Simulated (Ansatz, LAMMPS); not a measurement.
# An extra electron or hole in amorphous 29Ga2O3-71GeO2 (mol %) (86 atoms), part 4 of 5

Does an extra electron or hole in amorphous 29Ga2O3-71GeO2 (mol %) (86 atoms) stay spread out, or do the atoms trap it?

Ansatz 0.2.0; Kohn-Sham DFT, PBE, PAW (set soft_1), plane waves; PAW set soft_1.

The cell: 14 Ga, 17 Ge and 55 O. The quench rate of 100 K/ps far exceeds what a furnace or splat quench reaches. The network of bonds at the start is that of the classical potential that made the cell. Sampling is at Γ alone, for a cell whose shortest periodic width is 10 Å.

So far. Step 6 (An extra electron, atoms relaxed): The relaxation converged after 3 steps, 0.0147 eV below its start, with a largest force component of 0.033 eV/Å. Step 6 (An extra electron, atoms relaxed): An extra electron, atoms relaxed: the energy stands 7.82 eV above that of the reference, with a moment of 0.47 μB. An odd electron should give 1 μB; this run ended with the carrier shared between both spins.

## 7. An extra electron, levels at the relaxed geometry

A single point at the new geometry gives levels and spin density.

input.yaml

```yaml
crystal:
  lattice:
    - [10.12338, 0.0, 0.0]
    - [0.0, 10.12338, 0.0]
    - [0.0, 0.0, 10.12338]
  atoms:
    - { symbol: Ga, position: [0.73158, 0.18616, 0.20895] }
    - { symbol: Ga, position: [0.23972, 0.10257, 0.98184] }
    - { symbol: Ga, position: [0.56213, 0.01042, 0.39795] }
    - { symbol: Ga, position: [0.50667, 0.00829, 0.87737] }
    - { symbol: Ga, position: [0.71027, 0.87586, 0.12355] }
    - { symbol: Ga, position: [0.87079, 0.02081, 0.4407] }
    [... 74 atom lines left out ...]
    - { symbol: O, position: [0.14596, 0.49174, 0.18905] }
    - { symbol: O, position: [0.44493, 0.41924, 0.19591] }
    - { symbol: O, position: [0.37273, 0.6339, 0.36518] }
    - { symbol: O, position: [0.78248, 0.6663, 0.02271] }
    - { symbol: O, position: [0.69379, 0.00309, 0.26415] }
    - { symbol: O, position: [0.8176, 0.55102, 0.53855] }
total_charge: -1
kpoints:
  mp_grid: { grid: [1, 1, 1] }
hamiltonian:
  xc: pbe
  pseudopotentials: { kind: paw, azcp: { folder: soft_1 } }
scf:
  occupations: { method: fermi_dirac, width: 0.01 }
  lower_state_search: "off"
output:
  forces: true
  stress: true
  populations: true
  dos:
    method: { smearing: { sigma: 0.15 } }
    de: 0.1
    projected: { site_lists: { Ga: [Ga], Ge: [Ge], O: [O] } }
  eigenvalues: true
  write_density: true
  write_potential: true
  volumetric_format: npy
magnetization:
  spin_polarized: true
  initial_magnetization: 1
```

Started as:

```bash
$ ansatz run input.yaml --threads 4 --pin off --max-ram 8192MiB --backend cpu --events-out ev --progress --plain --runs-dir out
```

What it wrote:

```text
[...]
Crystal: 86 atoms, lattice volume = 1037.473 Å³
Basis set: ecut = 420 eV, 20341 PW (Γ), exchange–correlation on 144×144×144 points (8 copies of the dense FFT grid, shifted against one another)
Bands: 462, of which v1, the nominal top of the filled ones, is band 376 counted from 1 (375 counted from 0)
Symmetry: 1 space group operations
[...]
k-points: 1
[...]
Starting moments: Σ|m| = 1 μB on 86 of 86 sites
[...]
SCF iter   1: F=—  HF=-157195.147444 eV  |F-HF|=—  |Δ(HF+E_count)|=         —  Δρ=5.32e-2 (↑5.10e-2 ↓5.32e-2)  dr2=7.16e1  dr2_m=2.02e-2  M=1.000 μB ∫|m|=1.088 μB  β_m=1.00  ethr=3.10e-3  ⟨swp⟩=6.0  Hψ=3686  notcnv=0
[...]
SCF iter   2: F=—  HF=-157181.961268 eV  |F-HF|=—  |Δ(HF+E_count)|=         —  Δρ=3.33e-2 (↑3.33e-2 ↓3.32e-2)  dr2=2.75e1  dr2_m=1.13e-3  M=0.702 μB ∫|m|=0.818 μB  β_m=0.30  ethr=3.10e-3  ⟨swp⟩=2.0  Hψ=1472  notcnv=0  defer=158
[...]
SCF iter   8: F=—  HF=-157173.941434 eV  |F-HF|=—  |Δ(HF+E_count)|=   2.06e-3  Δρ=2.44e-4 (↑2.44e-4 ↓2.34e-4)  dr2=1.77e-3  dr2_m=1.06e-4  M=0.597 μB ∫|m|=0.701 μB  β_m=0.30  ethr=8.30e-7  ⟨swp⟩=2.0  Hψ=1512  notcnv=0  defer=164
[...]
SCF iter  10: F=—  HF=-157173.944543 eV  |F-HF|=—  |Δ(HF+E_count)|=   2.01e-3  Δρ=5.72e-5 (↑5.72e-5 ↓4.61e-5)  dr2=8.91e-5  dr2_m=6.57e-6  M=0.560 μB ∫|m|=0.657 μB  β_m=0.80  ethr=1.30e-7  ⟨swp⟩=2.5  Hψ=1342  notcnv=0  defer=164
[...]
SCF iter  18: F=-157173.945761 eV  HF=-157173.945761 eV  |F-HF|=9.81e-9  |Δ(HF+E_count)|=   1.52e-7  Δρ=1.23e-6 (↑7.78e-7 ↓1.23e-6)  dr2=1.29e-8  dr2_m=6.57e-9  M=0.474 μB ∫|m|=0.553 μB  β_m=0.84  ethr=1.33e-11  ⟨swp⟩=15.0  Hψ=7347  notcnv=0
SCF iter  19: F=-157173.945761 eV  HF=-157173.945761 eV  |F-HF|=7.83e-9  |Δ(HF+E_count)|=   4.68e-8  Δρ=6.25e-7 (↑6.25e-7 ↓5.80e-7)  dr2=1.22e-8  dr2_m=1.51e-10  M=0.470 μB ∫|m|=0.549 μB  ethr=1.72e-12  ⟨swp⟩=5.0  Hψ=5047  notcnv=0
SCF 1 converged in 19 iterations: F = -157173.945761 eV  dr2 = 1.22e-8
[...]
SCF converged after 19 iterations
Magnetization: 0.4704 μB (375.7352 up, 375.2648 down)
Absolute magnetization: 0.5037 μB (∫|ρ↑−ρ↓|, with the PAW one-centre terms)
[...]
Per-site moments (μB) at R_I (Å): [(0.00230871, 0.800240), (0.00297914, 0.782979), (0.00154807, 0.749854), (0.00207819, 0.764539), (0.00287966, 0.753127), [...]
Free energy (F): -157173.945761 eV
[...]
Internal energy: -157173.934201 eV  (E = F + TS)
E sigma→0 (E₀):  -157173.939981 eV
Entropy (-TS):   -0.011560 eV (-0.134 meV/atom)
Fermi energy:    7.827134 eV
[...]
Σ components = -157173.945761   (vs F -157173.945761, Δ=0.00e0)
--- Forces (eV/Å), atoms counted from 1 ---
  atom   1  Ga    -0.00522848    -0.00911970    -0.01812643
  atom   2  Ga    -0.00447322    -0.00899406     0.00459961
  atom   3  Ga     0.00168192     0.02000591    -0.01075302
  atom   4  Ga     0.00133284    -0.01397313    -0.00424406
[...]
atom  86  O      0.00083582     0.01430063     0.00813405
  max |Σ_I F_I| component: 1.17e-5 eV/Å
--- Stress (GPa, compression-positive) ---
       -0.090988      -0.993966      -0.761507
       -0.993966       2.589616       1.531529
       -0.761507       1.531529       0.842793
  P = ⅓ Tr σ = 1.1138 GPa (11.138 kbar)
--- Band table (eV) ---
[...]
--- Löwdin populations: 86 sites ---
  site symbol       q [e]    m [muB]
     0     Ga     11.9475     0.0099
     1     Ga     11.9853     0.0127
     2     Ga     11.9467     0.0085
[...]
85      O      6.6702     0.0026
  spilling = 0.004528 (of n_electrons = 751.000000)
```

It took 39 s on 4 threads of Intel Xeon Platinum 8488C (Sapphire Rapids), shared host; peak memory 2.7 GiB; 2.5 min of CPU time.

An extra electron, levels at the relaxed geometry: the energy stands 7.82 eV above that of the reference, with a moment of 0.47 μB. An odd electron should give 1 μB; this run ended with the carrier shared between both spins.

The levels nearest the highest filled one (over half full), pooled over k-points and spins:

| level less the highest filled one (eV) | occupation |
| --- | --- |
| -1.52 | 1 |
| -1.48 | 1 |
| -1.48 | 1 |
| 0 | 0.735 |
| 0.0204 | 0.265 |
| 2.06 | 0 |
| 2.08 | 0 |
| 2.25 | 0 |

Spin density in the ac plane at fractional y = 0.003, with atoms of Ga and Ge and O within 0.2 Å of it.

Ten even steps from '_' (-6.19 × 1e-3 e/Å³) to '@' (5.73 × 1e-3 e/Å³), each cell a mean:
```
++++++++********++++++++++++++++++======++++************
++++++++++****++++++++++++**++**++++==++++++****++++##**
++++++++++++++++++++++++**==__==**++++++++++++**######**
++++++++++++++++++++++++**++--++**++++++++++++++**##****
++++++++++++++++++++++++********++++++++++####++++++**++
++++++++++++++++++++++++++++++++++++++++++@@@@++++++++++
++++++++++++++++++++++++++++++++++++++++++++**++++++++++
++++++++++++++++++++++++++++++++++++++++++++++++++++++++
++++++++++++++++++++++++++++++++++++++++++++++++++++++++
++++++++++++++++++++++++++++++++++++++++++++++++++++++++
++++++++++++++++++++++++++++++++++++++%%@@**++++++++++++
++++++++++++++++++++++++++++++**++++++##%%++++**##******
++++++++++++++++++++++++++++******++++++++++****--++##**
++++++++++++++++++++++++++++++====****++++**##++__==##**
++++++++++++++++++++++++++++++--::****++++**######****++
++++++++++++**++++++++++++++++++++++++++++++++****++++++
**++++++++****----++++++++++++++++++**%%**++++++++++**##
++++++++++++**++++++++++++++++++++++##@@##++++++++++++++
++++++++++++++****++++++++++++++++++++++++++++++++++++++
++++++**##**++++++++++++++++++++++++++++++++++++++++++++
++++++**##**++++++++++++++++++++++++++++++++++++++++++++
++++++++++++++++++++++++++++++++++++++++++++++++++++++++
++++++++++++++++++++++++++++++++++++++++++++++++++++++++
++++++++++****++++++++++++++++++++****++++++++++++++++++
```
Columns run along a (10.1 Å), rows up along c (10.1 Å). Atoms in or near the plane, at fractional coordinates: Ga at (0.56, 0.40), Ga at (0.51, 0.88), Ga at (0.87, 0.44), Ge at (0.28, 0.30), O at (0.16, 0.14), O at (0.79, 0.76), O at (0.69, 0.26).

## 8. Neutral at the geometry of the electron

The neutral cell at the new geometry gives the energy of that geometry without the charge.

input.yaml, the sections that differ from step 7:

```yaml
crystal:
  lattice:
    - [10.12338, 0.0, 0.0]
    - [0.0, 10.12338, 0.0]
    - [0.0, 0.0, 10.12338]
  atoms:
    [... the 86 atom lines of step 7 ...]
scf:
  occupations: { method: fermi_dirac, width: 0.025 }
output:
  forces: true
  stress: true
  populations: true
  dos:
    method: { smearing: { sigma: 0.15 } }
    de: 0.1
    projected: { site_lists: { Ga: [Ga], Ge: [Ge], O: [O] } }
  eigenvalues: true
# kpoints, hamiltonian: as in step 7
# total_charge: removed
# magnetization: removed
```

What it wrote:

```text
[...]
Crystal: 86 atoms, lattice volume = 1037.473 Å³
Basis set: ecut = 420 eV, 20341 PW (Γ), exchange–correlation on 144×144×144 points (8 copies of the dense FFT grid, shifted against one another)
Bands: 461, of which v1, the nominal top of the filled ones, is band 375 counted from 1 (374 counted from 0)
Symmetry: 1 space group operations
[...]
k-points: 1
[...]
SCF iter   1: F=—  HF=-157205.559691 eV  |F-HF|=—  |Δ(HF+E_count)|=         —  Δρ=1.09e-1  dr2=7.64e1  ethr=3.10e-3  ⟨swp⟩=6.0  Hψ=1838  notcnv=0
[...]
SCF iter  13: F=-157181.751683 eV  HF=-157181.751683 eV  |F-HF|=1.21e-8  |Δ(HF+E_count)|=   3.58e-7  Δρ=2.92e-6  dr2=8.25e-8  ethr=1.33e-11  ⟨swp⟩=12.0  Hψ=2260  notcnv=0
SCF 1 converged in 13 iterations: F = -157181.751683 eV  dr2 = 8.25e-8
[...]
SCF converged after 13 iterations
Free energy (F): -157181.751683 eV
[...]
Internal energy: -157181.751683 eV  (E = F + TS)
E sigma→0 (E₀):  -157181.751683 eV
Fermi energy:    7.093293 eV
[...]
--- Forces (eV/Å), atoms counted from 1 ---
  atom   1  Ga    -0.00050380    -0.02485651    -0.03206813
  atom   2  Ga     0.03241868     0.00405047     0.04793376
  atom   3  Ga    -0.07194688     0.02607152    -0.04490748
  atom   4  Ga    -0.05340175     0.00442550     0.02443351
  atom   5  Ga    -0.00884217     0.04130665     0.00674751
  atom   6  Ga     0.04091062    -0.00885370    -0.02370833
  atom   7  Ga    -0.01588417    -0.01621578    -0.05121215
  atom   8  Ga    -0.03680292     0.01676202    -0.02538423
  atom   9  Ga     0.07493612    -0.01244242    -0.01206363
  atom  10  Ga    -0.07368487    -0.02443548    -0.00747934
  atom  11  Ga    -0.00524945     0.00375098     0.05796699
  atom  12  Ga     0.08901721     0.01785074     0.03553466
  atom  13  Ga    -0.08522111     0.02655682     0.00530095
  atom  14  Ga    -0.04913841     0.00892186     0.05612792
[...]
atom  85  O     -0.00173282     0.01626005     0.03226211
  atom  86  O     -0.04222078     0.01302716     0.02482535
  max |Σ_I F_I| component: 3.09e-5 eV/Å
--- Stress (GPa, compression-positive) ---
       -1.106909      -1.005637      -0.670023
       -1.005637       1.735932       1.663067
       -0.670023       1.663067      -0.128861
  P = ⅓ Tr σ = 0.1667 GPa (1.667 kbar)
--- Band table (eV) ---
[...]
--- Löwdin populations: 86 sites ---
  site symbol       q [e]
     0     Ga     11.9255
     1     Ga     11.9588
     2     Ga     11.9258
[...]
85      O      6.6654
  spilling = 0.004514 (of n_electrons = 750.000000)
```

Elapsed: 16 s, on 4 threads; peak memory 1.7 GiB; 59 s of CPU time.

Neutral at the geometry of the electron: the energy stands 0.0121 eV above that of the reference.

## 9. An extra hole, atoms held

The electron count changes by one with the atoms held: a vertical process, on a uniform background, with spin and a narrow Fermi–Dirac smearing. Its energy against the neutral cell hangs on the program's zero of potential.

Changes to input.yaml since step 8:

```diff
@@ -6,3 +6,4 @@
   atoms:
-    [... the 86 atom lines of step 7 ...]
+    [... the 86 atom lines of step 4 ...]
+total_charge: 1
 kpoints:
@@ -13,3 +14,4 @@
 scf:
-  occupations: { method: fermi_dirac, width: 0.025 }
+  occupations: { method: fermi_dirac, width: 0.01 }
+  lower_state_search: "off"
 output:
@@ -23 +25,7 @@
   eigenvalues: true
+  write_density: true
+  write_potential: true
+  volumetric_format: npy
+magnetization:
+  spin_polarized: true
+  initial_magnetization: 1
```

What it wrote:

```text
[...]
Crystal: 86 atoms, lattice volume = 1037.473 Å³
Basis set: ecut = 420 eV, 20341 PW (Γ), exchange–correlation on 144×144×144 points (8 copies of the dense FFT grid, shifted against one another)
Bands: 461, of which v1, the nominal top of the filled ones, is band 375 counted from 1 (374 counted from 0)
Symmetry: 1 space group operations
[...]
k-points: 1
[...]
Starting moments: Σ|m| = 1 μB on 86 of 86 sites
[...]
SCF iter   1: F=—  HF=-157214.660975 eV  |F-HF|=—  |Δ(HF+E_count)|=         —  Δρ=5.77e-2 (↑5.57e-2 ↓5.77e-2)  dr2=8.55e1  dr2_m=3.65e-1  M=1.000 μB ∫|m|=1.077 μB  β_m=1.00  ethr=3.10e-3  ⟨swp⟩=6.0  Hψ=3680  notcnv=0
[...]
SCF iter   2: F=—  HF=-157198.055231 eV  |F-HF|=—  |Δ(HF+E_count)|=         —  Δρ=3.64e-2 (↑3.58e-2 ↓3.64e-2)  dr2=3.20e1  dr2_m=1.73e-1  M=0.953 μB ∫|m|=1.085 μB  β_m=0.30  ethr=3.10e-3  ⟨swp⟩=2.0  Hψ=1540  notcnv=0  defer=164
[...]
SCF iter  12: F=—  HF=-157187.949393 eV  |F-HF|=—  |Δ(HF+E_count)|=   5.98e-3  Δρ=1.30e-3 (↑7.68e-4 ↓1.30e-3)  dr2=5.69e-2  dr2_m=2.82e-3  M=1.000 μB ∫|m|=1.108 μB  β_m=0.30  ethr=2.31e-5  ⟨swp⟩=2.0  Hψ=775  notcnv=0  defer=158
[...]
SCF iter  14: F=—  HF=-157187.948736 eV  |F-HF|=—  |Δ(HF+E_count)|=   2.64e-2  Δρ=6.45e-4 (↑6.45e-4 ↓4.97e-4)  dr2=5.22e-3  dr2_m=2.22e-3  M=1.000 μB ∫|m|=1.109 μB  β_m=0.28  ethr=7.60e-6  ⟨swp⟩=3.0  Hψ=1131  notcnv=0  defer=158
[...]
SCF iter  31: F=-157187.954534 eV  HF=-157187.954534 eV  |F-HF|=3.26e-9  |Δ(HF+E_count)|=   1.78e-9  Δρ=5.20e-7 (↑1.51e-7 ↓5.20e-7)  dr2=4.51e-9  dr2_m=7.85e-10  M=1.000 μB ∫|m|=1.121 μB  β_m=0.29  ethr=2.21e-12  ⟨swp⟩=6.0  Hψ=3973  notcnv=0
SCF iter  32: F=-157187.954534 eV  HF=-157187.954534 eV  |F-HF|=8.73e-11  |Δ(HF+E_count)|=  1.75e-10  Δρ=1.04e-7 (↑8.76e-8 ↓1.04e-7)  dr2=2.85e-10  dr2_m=2.31e-11  M=1.000 μB ∫|m|=1.121 μB  ethr=1.00e-12  ⟨swp⟩=5.0  Hψ=3594  notcnv=0
SCF 1 converged in 32 iterations: F = -157187.954534 eV  dr2 = 2.85e-10
[...]
SCF converged after 32 iterations
Magnetization: 0.9998 μB (374.9999 up, 374.0001 down)
Absolute magnetization: 1.1202 μB (∫|ρ↑−ρ↓|, with the PAW one-centre terms)
[...]
Per-site moments (μB) at R_I (Å): [(0.000108937, 0.799782), (-0.000519481, 0.781835), (-5.859099e-5, 0.748912), (-0.000326158, 0.764897), (-6.179546e-5, 0.751793), [...]
Free energy (F): -157187.954534 eV
[...]
Internal energy: -157187.941613 eV  (E = F + TS)
E sigma→0 (E₀):  -157187.948073 eV
Entropy (-TS):   -0.012921 eV (-0.150 meV/atom)
Fermi energy:    6.084444 eV
[...]
Σ components = -157187.954534   (vs F -157187.954534, Δ=0.00e0)
--- Forces (eV/Å), atoms counted from 1 ---
  atom   1  Ga     0.07381724     0.11053560     0.07717359
  atom   2  Ga    -0.46383892    -0.16283590    -0.37292064
  atom   3  Ga     0.13335949     0.11121401     0.13172978
  atom   4  Ga     0.07364693     0.03106198    -0.36181963
[...]
atom  86  O      0.03479051     0.02245828     0.01238923
  max |Σ_I F_I| component: 5.44e-6 eV/Å
--- Stress (GPa, compression-positive) ---
       -0.384402      -0.955686      -0.753809
       -0.955686       2.504797       1.658186
       -0.753809       1.658186       0.408679
  P = ⅓ Tr σ = 0.8430 GPa (8.430 kbar)
--- Band table (eV) ---
[...]
--- Löwdin populations: 86 sites ---
  site symbol       q [e]    m [muB]
     0     Ga     11.9188    -0.0006
     1     Ga     11.9458    -0.0051
     2     Ga     11.9179    -0.0014
[...]
85      O      6.6577     0.0059
  spilling = 0.004475 (of n_electrons = 749.000000)
```

It took 55 s on 4 threads; peak memory 2.8 GiB.

An extra hole, atoms held: the energy stands 6.19 eV below that of the reference, with a moment of 1.00 μB.

The levels nearest the highest filled one (over half full), pooled over k-points and spins:

| level less the highest filled one (eV) | occupation |
| --- | --- |
| -0.0888 | 1 |
| -0.0837 | 1 |
| -0.0439 | 0.994 |
| 0 | 0.682 |
| 0.015 | 0.324 |
| 1.78 | 0 |
| 1.79 | 0 |
| 3.84 | 0 |

Spin density in the ab plane at fractional z = 0.193, with atoms of Ga and Ge and O within 0.2 Å of it.

Values in units of 1e-2 e/Å³, 13 rows by 16 columns, each cell a mean:
```
 0.0  0.0  0.1  0.0  0.0  0.3  6.6  2.0  0.1  0.0  0.0  0.1  0.0  0.0  0.0  0.0
 0.0  0.0  0.0  0.0  0.0  1.1  3.8  0.3  0.0  0.0  0.0  0.0  0.0  0.0  0.0  0.0
 0.0  0.0  0.0  0.0  0.0  0.0  0.2  0.0  0.0  0.0  0.0  0.0  0.0  0.0  0.0  0.0
 0.1  0.0  0.0  0.0  0.0  0.1  0.5  0.2  0.0  0.1  0.9  0.2  0.0  0.0  0.0  0.3
 0.0  0.0  0.0  0.0 -0.1  0.1  0.7  0.3  0.0  0.0  0.2  0.1  0.0  0.0  0.0  0.2
 0.0  0.3  0.8  0.1  0.1  0.3  0.0  0.0  0.0  0.0  0.0  0.0  0.0  0.0  0.0  0.0
 0.0  0.4  3.0  0.5  0.0  0.0  0.0  0.3  0.1  0.0  0.0  0.0  0.0  0.0  0.0  0.0
 0.0  0.1  0.9  0.3  0.0  0.0  0.4  0.8  0.0  0.0  0.0  0.0  0.0  0.0  0.0  0.0
 0.0  0.0  0.0  0.0  0.0  0.0  0.1  0.1  0.0  0.0  0.0  0.0  0.0  0.0  0.0  0.0
 0.0  0.0  0.0  0.0  0.0  0.1  0.0  0.0  0.0  0.0  0.0  0.0  0.0  0.0  0.0  0.0
 0.0  0.0  0.0  0.0  0.0  0.2  0.1  0.0  0.0  0.0  0.0  0.0  0.0  0.0  0.0  0.0
 0.0  0.0  0.0  0.0  0.0  0.0  0.0  0.0  0.0  0.0  0.0  0.0  0.0  0.0  0.0  0.0
 0.0  0.0  0.0  0.0  0.0  0.0  0.2  0.1  0.0  0.0  0.2  0.2  0.0  0.0  0.0  0.0
```
Columns run along a (10.1 Å), rows up along b (10.1 Å). Atoms in or near the plane, at fractional coordinates: Ga at (0.73, 0.19), Ga at (0.31, 0.56), Ga at (0.02, 0.15), Ge at (0.02, 0.85), Ge at (0.81, 0.61), O at (0.40, 0.91), O at (0.15, 0.49), O at (0.44, 0.42).

## 10. An extra hole, atoms relaxed

The atoms now respond to the charge; the energy gained comes from screening by the atoms, from trapping if the charge localises, and from any strain left in the reference.

Input and log are left out; they have the form of those shown for this kind of step.

It took 2.6 min on 4 threads of Intel Xeon Platinum 8488C (Sapphire Rapids), shared host; peak memory 2.7 GiB; 10 min of CPU time.

The relaxation converged after 7 steps, 0.160 eV below its start, with a largest force component of 0.039 eV/Å.

An extra hole, atoms relaxed: the energy stands 6.35 eV below that of the reference, with a moment of 1.00 μB.

[end of part 4 of 5]

[Long decimals in the printed logs are rounded to 6 places.]

[Logs are printed without paths, hosts, clocks, repeated set-up lines and the standing remarks that a program may print on its own settings, such as how far it seeks lower states.]

[Hosts, paths, dates, database ids (printed as entryN), source tags and the programs' standing remarks are cut or masked in the printed files.]
